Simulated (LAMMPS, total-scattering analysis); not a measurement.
**rock-salt solid solution (Ni0.58,Co0.42)O: Uiso of Co against temperature**

Simulated by classical molecular dynamics (LAMMPS) with the Morse and Coulomb pair potential with partial charges (Pedone, Malavasi, Menziani, Cormack and Segre, J. Phys. Chem. B 110, 11780 (2006)); 512 atoms, zero pressure, classical nuclei. Uiso is the variance of an atom's position about its mean, per direction. The potential has fixed partial charges and no three-body term, so angles and changes of cation coordination with composition are its weak points, and some glasses come out too dense.

| T (K) | Uiso of Co (Å²) |
| --- | --- |
| 200 | 0.0030 |
| 300 | 0.0044 |
| 770 | 0.0123 |
| 1760 | ? |
| 2020 | 0.0471 |

**Task.** Fit U/T against T with a straight line, read an effective Debye temperature from it, and predict the withheld row.

U/T in 10⁻⁵ Å²/K: 1.500 at 200 K, 1.467 at 300 K, 1.597 at 770 K, 2.332 at 2020 K. The means are 822.5 K and 1.724; Σ(x − x̄)(y − ȳ) = 1008.5 and Σ(x − x̄)² = 2.0973e+06, so the slope is 4.808e-04 per K and the intercept 1.329.

The intercept is the harmonic part: U = 3ħ²T/(M k θ²) with 3ħ²/(k u Å²) = 145.5 K and M = 58.93 u gives θ = √(145.5/(58.93 × 1.329×10⁻⁵)) = 431 K, an effective value for this element. The slope is the anharmonic part, expansion included: by 2020 K it adds 73 % to U.

At 1760 K, U = 1760 × (1.329 + 0.846)×10⁻⁵ = 0.0383 Å²; the run gave 0.0403, a miss of -5.0 %.
